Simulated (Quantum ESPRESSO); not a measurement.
# Energy and gap at +3 % biaxial strain: H-SiSi-F chair, 1 layer

Method. Quantum ESPRESSO 7.5 driven by ASE, PBE, GBRV ultrasoft, ESM (bc1); atomic heights clamped; cell area 13.328 Å² at zero strain.

| strain (%) | energy (meV a cell) | gap on the mesh (eV) |
| --- | --- | --- |
| −3 | 63.04 | 1.660 |
| −1.5 | 14.79 | 1.670 |
| 0 | 0.00 | 1.646 |
| +1.5 | 14.58 | 1.588 |

To predict: What are energy and gap at +3 %, and how stiff is the sheet?

By hand: About zero, E'' = (14.79 + 14.58 − 2 × 0.00)/1.5² = 13.05 meV per %² and E' = (14.58 − 14.79)/3 = −0.07 meV per %. With E = A K ε², where K = (C11 + C22)/2 + C12 (C11 + C12 for a hexagonal sheet), K = 13.05 × 10/(2 × 13.328) × 16.02 = 78 N/m. The parabola gives E(+3 %) = 0.00 + 3 × (−0.07) + 4.5 × 13.05 = 58.5 meV. Continuing the last slope, the gap is 2 × 1.588 − 1.646 = 1.530 eV.

**The withheld run.** E = 54.8 meV and the gap 1.501 eV. The parabola misses by +3.7 meV, too high, since bonds soften under tension. The gap's line misses by +0.029 eV.

Caveats: Clamped heights stiffen sheets with several planes. Semilocal gap, no spin-orbit coupling.
